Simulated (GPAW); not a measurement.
# Optical response of SiO2 (Stishovite)

Wanted: where SiO2 (Stishovite) starts to absorb, how strongly, and its refractive index.

Method: DFT, PBE, plane-wave PAW (GPAW data sets), scalar-relativistic, RPA, optical limit, in GPAW 26.7.0.

### Step 1. The structure

The structure is tetragonal, space group P4_2/mnm (No. 136). The conventional cell has a = 4.177 Å, b = 4.177 Å, c = 2.665 Å, α = 90.00°, β = 90.00°, γ = 90.00°. Si has 6 O at 1.76 to 1.81 Å nearest. Nearest to O lie 3 Si at 1.76 to 1.81 Å. Farther neighbours and most contacts between anions are not listed.

### Step 2. Ground state

First the ground state: is it a metal or has it a gap?

This step: DFT, PBE, plane-wave PAW (GPAW data sets), scalar-relativistic, ground state (GPAW 26.7.0).

gs.py

```python
from ase import Atoms
from ase.dft.bandgap import bandgap
from gpaw import GPAW, PW, FermiDirac

atoms = Atoms(['Si', 'Si', 'O', 'O', 'O', 'O'],
              cell=[[4.177300000000, 0.000000000000, 0.000000000000],
                    [0.000000000000, 4.177300000000, 0.000000000000],
                    [0.000000000000, 0.000000000000, 2.665200000000]],
              scaled_positions=[[0.500000000000, 0.500000000000, 0.500000000000],
                                [0.000000000000, 0.000000000000, 0.000000000000],
                                [0.805900000000, 0.194100000000, 0.500000000000],
                                [0.694100000000, 0.694100000000, 0.000000000000],
                                [0.194100000000, 0.805900000000, 0.500000000000],
                                [0.305900000000, 0.305900000000, 0.000000000000]],
              pbc=[True, True, True])
atoms.calc = GPAW(mode=PW(550), xc='PBE', kpts={'size': (6, 6, 9), 'gamma': True},
                  occupations=FermiDirac(0.05), maxiter=150, txt='gs.txt')
print('energy (eV)', atoms.get_potential_energy())
print('Fermi level (eV)', atoms.calc.get_fermi_level())
print('valence electrons', atoms.calc.get_number_of_electrons())
print('gap (eV)', bandgap(atoms.calc, output=None)[0])
print('direct gap (eV)', bandgap(atoms.calc, direct=True, output=None)[0])
atoms.calc.write('gs.gpw')
```

Command:

```sh
$ OMP_NUM_THREADS=1 python gs.py
```

Numbers of over 12 decimals in the logs are rounded to 6 here.

Log:

```text
__  _  _
 | _ |_)|_||  |
 |__||  | ||/\| - 26.7.0

Versions:
  Python: 3.12.14
  ASE:    3.29.0
  Numpy:  2.5.5
  Scipy:  1.18.1
  Libxc:  7.0.0

Input parameters:
  mode=PW(ecut=550.0),
  kpts=MonkhorstPack(size=(6, 6, 9), gamma=True),
  maxiter=150,
  occupations=Occupations(name='fermi-dirac', width=0.05, fixmagmom=False),
  xc=XC(name='PBE')

Diagonalizing LCAO Hamiltonian
Converting LCAO to pw mode
    .---------.
   /|         |
  / |O        |
 *  .--Si-----.
 | /      O  /
 |/  O      /
 Si--------*

Atoms  # Å, Bohr magnetons
|   | symbol |        x |        y |        z |    initial magnetic moments |
| 0 |     Si | 2.088650 | 2.088650 | 1.332600 | ( 0.0000,  0.0000,  0.0000) |
| 1 |     Si | 0.000000 | 0.000000 | 0.000000 | ( 0.0000,  0.0000,  0.0000) |
| 2 |      O | 3.366486 | 0.810814 | 1.332600 | ( 0.0000,  0.0000,  0.0000) |
| 3 |      O | 2.899464 | 2.899464 | 0.000000 | ( 0.0000,  0.0000,  0.0000) |
| 4 |      O | 0.810814 | 3.366486 | 1.332600 | ( 0.0000,  0.0000,  0.0000) |
| 5 |      O | 1.277836 | 1.277836 | 0.000000 | ( 0.0000,  0.0000,  0.0000) |

Unit cell  # Å
| periodic |        x |        y |        z |  lengths |    angles |
|      yes | 4.177300 | 0.000000 | 0.000000 | 4.177300 | 90.000000 |
|      yes | 0.000000 | 4.177300 | 0.000000 | 4.177300 | 90.000000 |
|      yes | 0.000000 | 0.000000 | 2.665200 | 2.665200 | 90.000000 |

Number of symmetries: 8
Symmetry operations  # r_c * U_cc + t_c -> r_c
|   | kind |            matrix            |
| 0 |  E   |  1, 0, 0,  0, 1, 0,  0, 0, 1 |
| 1 |  σ   |  1, 0, 0,  0, 1, 0,  0, 0,-1 |
| 2 |  σ   |  0, 1, 0,  1, 0, 0,  0, 0, 1 |
| 3 |  C2  |  0, 1, 0,  1, 0, 0,  0, 0,-1 |
| 4 |  σ   |  0,-1, 0, -1, 0, 0,  0, 0, 1 |
| 5 |  C2  |  0,-1, 0, -1, 0, 0,  0, 0,-1 |
| 6 |  C2  | -1, 0, 0,  0,-1, 0,  0, 0, 1 |
| 7 |  i   | -1, 0, 0,  0,-1, 0,  0, 0,-1 |

BZ-sampling:
  Number of BZ points: 324
  Number of IBZ points: 65

  Monkhorst-Pack size: [6, 6, 9]
  Monkhorst-Pack shift: [0.083333, 0.083333, 0.0]

K-points  # in reciprocal-cell coordinates
|     |                                coordinates |     weight |
|   0 | (  0.00000000,   0.00000000,   0.00000000) | 0.00308642 |
|   1 | (  0.00000000,   0.00000000,   0.11111111) | 0.00617284 |
|   2 | (  0.00000000,   0.00000000,   0.22222222) | 0.00617284 |
|   3 | (  0.00000000,   0.00000000,   0.33333333) | 0.00617284 |
|   4 | (  0.00000000,   0.00000000,   0.44444444) | 0.00617284 |
|   5 | (  0.16666667,  -0.16666667,   0.00000000) | 0.00617284 |
|   6 | (  0.16666667,  -0.16666667,   0.11111111) | 0.01234568 |
|   7 | (  0.16666667,  -0.16666667,   0.22222222) | 0.01234568 |
|   8 | (  0.16666667,  -0.16666667,   0.33333333) | 0.01234568 |
|   9 | (  0.16666667,  -0.16666667,   0.44444444) | 0.01234568 |
| ... |                                            |            |
|  64 | (  0.50000000,   0.50000000,   0.44444444) | 0.00617284 |

Plane wave coefficients: 1408
Cutoff: 550.0 eV

Spin-components: 1 (collinear spins)
Bands:           24
Projectors:      30
Spin-degeneracy: 2
Datatype:        complex128

Parallelization:
  kpt:    1
  domain: 1
  band:   1

Density:
  Valence electrons: 32.0
  Components: 1
  Grid points: [24 24 15]
  Charge: 0.0  # |e|

Potential:
  Grid points: [24 24 15]

species:
  Si:
    name:    Silicon
    id:
    Z:       14.0
    valence: 4
    core:    10
    charge:  0.0  # [|e|]
    compensation charges:
      type: gauss
      rc: 0.33  # [Å]
      lmax: 2
    cutoffs:
      filter: 1.86  # [Å]
      core: 2.06  # [Å]
    projectors
    | kind |    occ | energy [eV] | rcut [Å] |
    |   3s |  2.000 |     -10.812 |    1.058 |
    |   3p |  2.000 |      -4.081 |    1.058 |
    |    s |        |      16.399 |    1.058 |
    |    p |        |      23.130 |    1.058 |
    |    d |        |       0.000 |    1.058 |

    Using partial waves for Si as LCAO basis

  O:
    name:    Oxygen
    id:
    Z:       8.0
    valence: 6
    core:    2
    charge:  0.0  # [|e|]
    compensation charges:
      type: gauss
      rc: 0.21  # [Å]
      lmax: 2
    cutoffs:
      filter: 1.17  # [Å]
      core: 0.83  # [Å]
    projectors
    | kind |    occ | energy [eV] | rcut [Å] |
    |   2s |  2.000 |     -23.961 |    0.688 |
    |   2p |  4.000 |      -9.029 |    0.598 |
    |    s |        |       3.251 |    0.688 |
    |    p |        |      18.182 |    0.598 |
    |    d |        |       0.000 |    0.619 |

    Using partial waves for O as LCAO basis

Reference energy: -23936.097705  # eV

eigensolver:
  PPCG
  Converge bands: occupied
  niter=2

density mixing:
  MSR1-Mixer
  Pratt-step length: 0.05
  Maximum mixing coefficient: 0.75
  Old densities: 10
  SVD Regularization: 0.005
  Good broyden scale: 1.0
  Trust region scale: 1.0
  Backstep threshold: 4.0
  History deletion threshold: 6.0
  Fourier metric: weight=20.0, sigma=0.015

occupation numbers:
  Fermi-Dirac:
    width: 0.0500  # eV

poisson solver:
  ecut: 4400.0  # eV

xc functional:
  name: PBE with 2 nearest neighbor stencil

convergence criteria:
- Maximum [total energy] change in last 3 cyles: 0.0005 eV / valence electron
- Maximum integral of absolute [dens]ity change: 0.0001 electrons / valence electron
- Maximum integral of absolute [eigenst]ate change: 4e-08 eV^2 / valence electron
maximum number of iterations: 150

SCF iterations
|iter     |      energy | eigst |  dens |
|iter:   1||  -49.934616 | +0.07 |       |
|iter:   2||  -48.935323 | -1.92 | -0.75 |
|iter:   3||  -45.868885 | -0.96 | -0.80 |
|iter:   4||  -45.939815 | -2.85 | -1.42 |
|iter:   5||  -45.967059 | -3.61 | -1.74 |
|iter:   6||  -45.967163 | -5.45 | -3.01 |
|iter:   7||  -45.967177c| -6.68 | -3.48 |
|iter:   8||  -45.967177c| -8.05c| -4.24c|

Converged in 8 steps
SCF loop duration: 24.534 s (3.067 s/step)
Energy contributions relative to reference atoms: (reference = -23936.097705)

Energy contributions:
  Kinetic:          47.901079
  Coulomb:         -38.692156
  Zero:              0.283452
  External:          0.000000
  Xc:              -55.459552
  Entropy:          -0.000000
  Spinorbit:         0.000000
  ----------------------------
  Free energy:     -45.967177
  Extrapolated:    -45.967177

dipole moment: (-8.902754, -8.902754, -20.595077)  # |e|*Ang

Fermi level: 9.855
Eigenvalues  # (at kpt = [0.000, 0.000, 0.000])
| band index |      eig [eV] | occ [0-2] |
|          0 |       -13.847 |     2.000 |
|        ... |               |           |
|          8 |         3.370 |     2.000 |
|          9 |         3.645 |     2.000 |
|         10 |         5.620 |     2.000 |
|         11 |         5.620 |     2.000 |
|         12 |         6.264 |     2.000 |
|         13 |         7.892 |     2.000 |
|         14 |         7.892 |     2.000 |
|         15 |         8.742 |     2.000 |
|         16 |        14.403 |     0.000 |
|         17 |        15.471 |     0.000 |
|         18 |        17.305 |     0.000 |
|         19 |        17.306 |     0.000 |
|         20 |        19.884 |     0.000 |
|         21 |        20.477 |     0.000 |
|         22 |        23.112 |     0.000 |
|         23 |        23.112 |     0.000 |

Gap: 5.661 eV
Transition (v -> c):
  (s=0, k=0, n=15, [0.00, 0.00, 0.00]) -> (s=0, k=0, n=16, [0.00, 0.00, 0.00])
No difference between direct/indirect transitions

--- standard output ---
energy (eV) -45.967177
Fermi level (eV) 9.854972
valence electrons 32.0
gap (eV) 5.660992
direct gap (eV) 5.660992
```

Run time: 27 s. Hardware: 1 thread of Arm Neoverse V2, shared host; peak memory 0.19 GiB.

Read-outs, printed or worked out from the files:

* energy: -45.97 eV
* Fermi energy: 9.855 eV
* gap on the k-mesh: 5.661 eV
* direct gap on the mesh: 5.661 eV
* electrons: 32

There is a gap, 5.66 eV on this mesh (points off the mesh can give less), so no carriers' term is needed.

### Step 3. Bands for the response

The response needs many more empty bands than the density does.

This step: DFT, PBE, plane-wave PAW (GPAW data sets), scalar-relativistic, bands at fixed density (GPAW 26.7.0).

nscf.py

```python
from ase.dft.bandgap import bandgap
from gpaw import GPAW, FermiDirac

calc = GPAW('gs.gpw').fixed_density(kpts={'size': (7, 7, 11), 'gamma': True}, nbands=49, convergence={'bands': 43},
                                    occupations=FermiDirac(0.001), txt='nscf.txt')
print('gap (eV)', bandgap(calc, output=None)[0])
print('direct gap (eV)', bandgap(calc, direct=True, output=None)[0])
print('top band over the Fermi level (eV)', min(calc.get_eigenvalues(kpt=k)[42] for k in range(len(calc.get_ibz_k_points()))) - calc.get_fermi_level())
calc.write('full.gpw', mode='all')
```

Command:

```sh
$ OMP_NUM_THREADS=1 python nscf.py
```

Log:

```text
Diagonalizing LCAO Hamiltonian
Converting LCAO to pw mode
convergence criteria:
- Maximum integral of absolute [eigenst]ate change: 4e-08 eV^2 / valence electron
maximum number of iterations: 150

SCF iterations
|iter     |      energy | eigst |  dens |
|iter:   1||             | +3.35 |       |
|iter:   2||             | +2.15 |       |
|iter:   3||             | +1.12 |       |
|iter:   4||             | -0.14 |       |
|iter:   5||             | -1.28 |       |
|iter:   6||             | -2.35 |       |
|iter:   7||             | -3.18 |       |
|iter:   8||             | -4.11 |       |
|iter:   9||             | -4.91 |       |
|iter:  10||             | -5.85 |       |
|iter:  11||             | -6.67 |       |
|iter:  12||             | -7.50c|       |
SCF steps: 12
  __  _  _
 | _ |_)|_||  |
 |__||  | ||/\| - 26.7.0

Versions:
  Python: 3.12.14
  ASE:    3.29.0
  Numpy:  2.5.5
  Scipy:  1.18.1
  Libxc:  7.0.0

Input parameters:
  mode=PW(ecut=550.0),
  convergence={'bands': 43},
  gpts=array([24, 24, 15]),
  kpts=MonkhorstPack(size=(7, 7, 11), gamma=True),
  maxiter=150,
  nbands=49,
  occupations=Occupations(name='fermi-dirac', width=0.001, fixmagmom=False),
  parallel={},
  xc=XC(name='PBE')

--- standard output ---
gap (eV) 5.660992
direct gap (eV) 5.660992
top band over the Fermi level (eV) 28.236457
```

Elapsed: 1.7 min, on 1 thread; peak memory 0.29 GiB.

### Step 4. Dielectric function, RPA

Transitions between filled and empty bands, summed over the zone, give the optical response, so mesh, band count and broadening shape it.

The induced potential is part of this response.

This step: DFT, PBE, plane-wave PAW (GPAW data sets), scalar-relativistic, RPA, optical limit (GPAW 26.7.0).

df.py

```python
from gpaw.response.df import DielectricFunction

df = DielectricFunction('full.gpw', frequencies={'type': 'nonlinear', 'domega0': 0.03, 'omega2': 8},
                        ecut=50,
                        eta=0.12,
                        nbands=43,
                        txt='df.txt')
for direction in ['x', 'z']:
    df.get_dielectric_function(xc='RPA', direction=direction, filename=f'df_{direction}.csv')
```

Command:

```sh
$ OMP_NUM_THREADS=1 python df.py
```

Log:

```text
Using integrator: PointIntegrator
NonLinearFrequencyDescriptor(from 0.000 to 57.067 eV, 482 points)
Nonperiodic BCs:  [False False False]
Using integrator: PointIntegrator
NonLinearFrequencyDescriptor(from 0.000 to 57.067 eV, 482 points)
Nonperiodic BCs:  [False False False]

Calculating chi0 body with:
    Ground state adapter containing:
    Number of spins: 1
    Number of kpoints: 539
    Number of irreducible kpoints: 96
    Number of completely occupied states: 16
    Number of partially occupied states: 16

    Linear response parametrization:
    q_c: [0.0, 0.0, 0.0]
    Number of frequency points: 482
    Planewave cutoff: 50.0
    Number of bands: 43
    Number of planewaves: 39
    Broadening (eta): 0.12

Integrating chi0 body.

Symmetries of q_c:
    Direct symmetries (Uq -> q): 8
    Indirect symmetries (TUq -> q): 0
In total 8 allowed symmetries.

96 groups of equivalent kpoints. 82.189239% reduction.

Integral kind: spectral function

Calculating chi0 optical extensions with:
    Ground state adapter containing:
    Number of spins: 1
    Number of kpoints: 539
    Number of irreducible kpoints: 96
    Number of completely occupied states: 16
    Number of partially occupied states: 16

    Linear response parametrization:
    Number of frequency points: 482
    Planewave cutoff: 50.0
    Number of bands: 43
    Number of planewaves: 39
    Broadening (eta): 0.12
Integrating chi0 head and wings.

Symmetries of q_c:
    Direct symmetries (Uq -> q): 8
    Indirect symmetries (TUq -> q): 0
In total 8 allowed symmetries.

96 groups of equivalent kpoints. 82.189239% reduction.

Integral kind: spectral function wings
```

The job ended after 15 s (1 thread; peak memory 0.24 GiB).

This step gave:

- electronic dielectric constant ε∞, mean over x, y and z (by symmetry where fewer were run): 3.266

The Im ε has structure finer than the step of the table below, so its rows give means over 0.5 eV, whole bins alone (the curve runs from 0 to 14.0 eV). Peaks (eV: height): E ∥ x 12.18: 4.62; E ∥ z 12.50: 8.75.

Values under the direct gap are tails of Lorentzian lines. Table of Im ε by photon energy; means over each step:

```csv
photon energy (eV),E ∥ x,E ∥ z
0.5,0.00151,0.00154
1.0,0.00306,0.00311
1.5,0.00469,0.00474
2.0,0.00645,0.00648
2.5,0.00839,0.00836
3.0,0.0106,0.0104
3.5,0.0132,0.0128
4.0,0.0164,0.0155
4.5,0.0206,0.0188
5.0,0.0264,0.0228
5.5,0.0360,0.0279
6.0,0.0633,0.0348
6.5,0.194,0.0464
7.0,0.426,0.0634
7.5,0.686,0.149
8.0,0.727,0.328
8.5,0.895,0.645
9.0,1.30,1.04
9.5,1.99,1.50
10.0,2.46,1.80
10.5,2.30,2.63
11.0,2.40,2.94
11.5,2.84,4.93
12.0,3.85,5.92
12.5,4.32,8.07
13.0,4.14,6.87
13.5,3.86,5.65
```

The Re ε by photon energy:

| photon energy (eV) | E ∥ x | E ∥ z |
| --- | --- | --- |
| 0.0 | 3.21 | 3.37 |
| 0.5 | 3.21 | 3.38 |
| 1.0 | 3.22 | 3.39 |
| 1.5 | 3.24 | 3.40 |
| 2.0 | 3.26 | 3.43 |
| 2.5 | 3.29 | 3.46 |
| 3.0 | 3.33 | 3.50 |
| 3.5 | 3.38 | 3.55 |
| 4.0 | 3.44 | 3.60 |
| 4.5 | 3.52 | 3.68 |
| 5.0 | 3.62 | 3.76 |
| 5.5 | 3.74 | 3.87 |
| 6.0 | 3.93 | 3.99 |
| 6.5 | 4.16 | 4.16 |
| 7.0 | 4.28 | 4.37 |
| 7.5 | 4.37 | 4.70 |
| 8.0 | 4.49 | 5.07 |
| 8.5 | 4.66 | 5.21 |
| 9.0 | 5.10 | 5.85 |
| 9.5 | 4.87 | 5.63 |
| 10.0 | 4.44 | 6.28 |
| 10.5 | 4.33 | 6.16 |
| 11.0 | 4.47 | 6.41 |
| 11.5 | 4.83 | 7.43 |
| 12.0 | 5.03 | 5.71 |
| 12.5 | 3.47 | 3.66 |
| 13.0 | 2.98 | 1.42 |
| 13.5 | 2.77 | -0.246 |

The loss function −Im 1/ε at q → 0 has structure finer than the step of the table below, so its rows give means over 0.5 eV, whole bins alone (the curve runs from 0 to 14.0 eV). Peaks (eV: height): E ∥ x 13.43: 0.174; E ∥ z 13.77: 0.231.

Values under the direct gap are tails of Lorentzian lines. Loss function −Im 1/ε at q → 0 against energy loss; means over each step:

```csv
energy loss (eV),E ∥ x,E ∥ z
0.5,1.5e-4,1.3e-4
1.0,2.9e-4,2.7e-4
1.5,4.5e-4,4.1e-4
2.0,6.0e-4,5.5e-4
2.5,7.7e-4,7.0e-4
3.0,9.5e-4,8.5e-4
3.5,0.00115,0.00102
4.0,0.00138,0.00120
4.5,0.00166,0.00139
5.0,0.00201,0.00161
5.5,0.00256,0.00186
6.0,0.00407,0.00218
6.5,0.0111,0.00268
7.0,0.0223,0.00330
7.5,0.0350,0.00674
8.0,0.0361,0.0128
8.5,0.0394,0.0228
9.0,0.0475,0.0300
9.5,0.0693,0.0452
10.0,0.0950,0.0445
10.5,0.0956,0.0588
11.0,0.0957,0.0582
11.5,0.0928,0.0652
12.0,0.101,0.0866
12.5,0.139,0.101
13.0,0.159,0.137
13.5,0.165,0.181
```

Table of refractive index n and extinction k by photon energy:

```csv
photon energy (eV),"n, E ∥ x","k, E ∥ x","n, E ∥ z","k, E ∥ z"
0.0,1.79,0,1.84,0
0.5,1.79,4.2e-4,1.84,4.2e-4
1.0,1.80,8.5e-4,1.84,8.4e-4
1.5,1.80,0.00130,1.84,0.00128
2.0,1.81,0.00178,1.85,0.00175
2.5,1.81,0.00231,1.86,0.00225
3.0,1.83,0.00290,1.87,0.00279
3.5,1.84,0.00359,1.88,0.00340
4.0,1.86,0.00442,1.90,0.00409
4.5,1.88,0.00547,1.92,0.00489
5.0,1.90,0.00691,1.94,0.00586
5.5,1.93,0.00919,1.97,0.00707
6.0,1.98,0.0150,2.00,0.00866
6.5,2.04,0.0578,2.04,0.0114
7.0,2.07,0.108,2.09,0.0148
7.5,2.10,0.140,2.17,0.0333
8.0,2.12,0.166,2.25,0.0751
8.5,2.17,0.209,2.29,0.156
9.0,2.28,0.276,2.43,0.190
9.5,2.25,0.442,2.39,0.312
10.0,2.19,0.580,2.53,0.371
10.5,2.15,0.529,2.55,0.596
11.0,2.19,0.550,2.60,0.572
11.5,2.29,0.656,2.86,0.878
12.0,2.38,0.803,2.60,1.04
12.5,2.12,1.01,2.56,1.71
13.0,2.01,1.02,2.09,1.71
13.5,1.93,0.975,1.63,1.71
```

The reflectivity at normal incidence has structure finer than the step of the table below, so its rows give means over 0.5 eV, whole bins alone (the curve runs from 0 to 14.0 eV). Peaks (eV: height): E ∥ x 9.75: 17.4, 12.18: 22.7; E ∥ z 12.59: 34.4, 13.43: 35.2.

Reflectivity at normal incidence against photon energy; means over each step:

```
photon energy (eV)  E ∥ x (%)  E ∥ z (%)
               0.5       8.06       8.72
               1.0       8.10       8.76
               1.5       8.17       8.82
               2.0       8.26       8.91
               2.5       8.38       9.04
               3.0       8.54       9.19
               3.5       8.74       9.38
               4.0       8.98       9.61
               4.5       9.29       9.89
               5.0       9.66       10.2
               5.5       10.2       10.6
               6.0       10.9       11.1
               6.5       11.7       11.7
               7.0       12.5       12.5
               7.5       12.8       13.5
               8.0       13.0       14.7
               8.5       14.0       15.7
               9.0       15.7       17.4
               9.5       16.6       17.4
              10.0       16.5       19.1
              10.5       15.8       20.6
              11.0       16.2       21.7
              11.5       18.1       26.5
              12.0       21.0       27.2
              12.5       21.3       33.0
              13.0       20.6       31.7
              13.5       19.5       31.8
```

Optical constants at common wavelengths, from n + ik = √ε:

| wavelength (nm) | n x | k x | R (%) x | 1/α x | n z | k z | R (%) z | 1/α z |
| --- | --- | --- | --- | --- | --- | --- | --- | --- |
| 1550 | 1.79 | 0.001 | 8.1 | 182 µm | 1.84 | 0.001 | 8.7 | 184 µm |
| 532 | 1.81 | 0.002 | 8.3 | 20 µm | 1.86 | 0.002 | 9.0 | 20 µm |
| 450 | 1.82 | 0.003 | 8.5 | 14 µm | 1.86 | 0.003 | 9.1 | 14 µm |
| 405 | 1.83 | 0.003 | 8.6 | 11 µm | 1.87 | 0.003 | 9.2 | 11 µm |
| 308 | 1.86 | 0.004 | 9.0 | 5.5 µm | 1.90 | 0.004 | 9.6 | 5.9 µm |
| 248 | 1.90 | 0.007 | 9.7 | 2.9 µm | 1.94 | 0.006 | 10.2 | 3.4 µm |
| 193 | 2.04 | 0.044 | 11.7 | 347 nm | 2.03 | 0.011 | 11.6 | 1.4 µm |

Below the direct gap, k and the depth come from the tails of the Lorentzian lines, not from transitions.

Rows near the edge hang on the gap, which this functional as a rule makes too small, and phonon-assisted absorption is left out.

### Step 5. Results

```json
{"electronic dielectric constant ε∞, mean over x, y and z (by symmetry where fewer were run) (RPA)": "3.27"}
```

What this shows: At this level (PBE, RPA) SiO2 has a mean ε∞ = 3.27 and n = 1.79 at 1550 nm (E ∥ x). On the mesh the gap is 5.66 eV and the least direct gap 5.66 eV. Local fields change the static value along x from 3.32 to 3.21 (-3 %). Distinct maxima of Im ε, read by a parabola through the highest points, lie at 10.01 eV (2.5), 11.10 eV (2.5) and 12.21 eV (4.6) for E ∥ x. The static values by axis are 3.21 (x), 3.37 (z). Excitons and phonon-assisted transitions are missing; PBE gaps are as a rule too small, which pulls the onset down and ε∞ up. The sum runs over mesh points, so small or evenly spaced maxima can still be ripples of the mesh. In this version of GPAW the matrix elements of the optical limit are incomplete, which can lower ε − 1 by up to a tenth where first-row anions or d states rule, and shift it by more in d metals.

[Machine, clock and banner lines and Python warnings are left out of the logs.]

[Logs are printed without paths, hosts, clocks, repeated set-up lines and the standing remarks that a program may print on its own settings, such as how far it seeks lower states.]

[Hosts, paths, dates, database ids (printed as entryN), source tags and the programs' standing remarks are cut or masked in the printed files.]
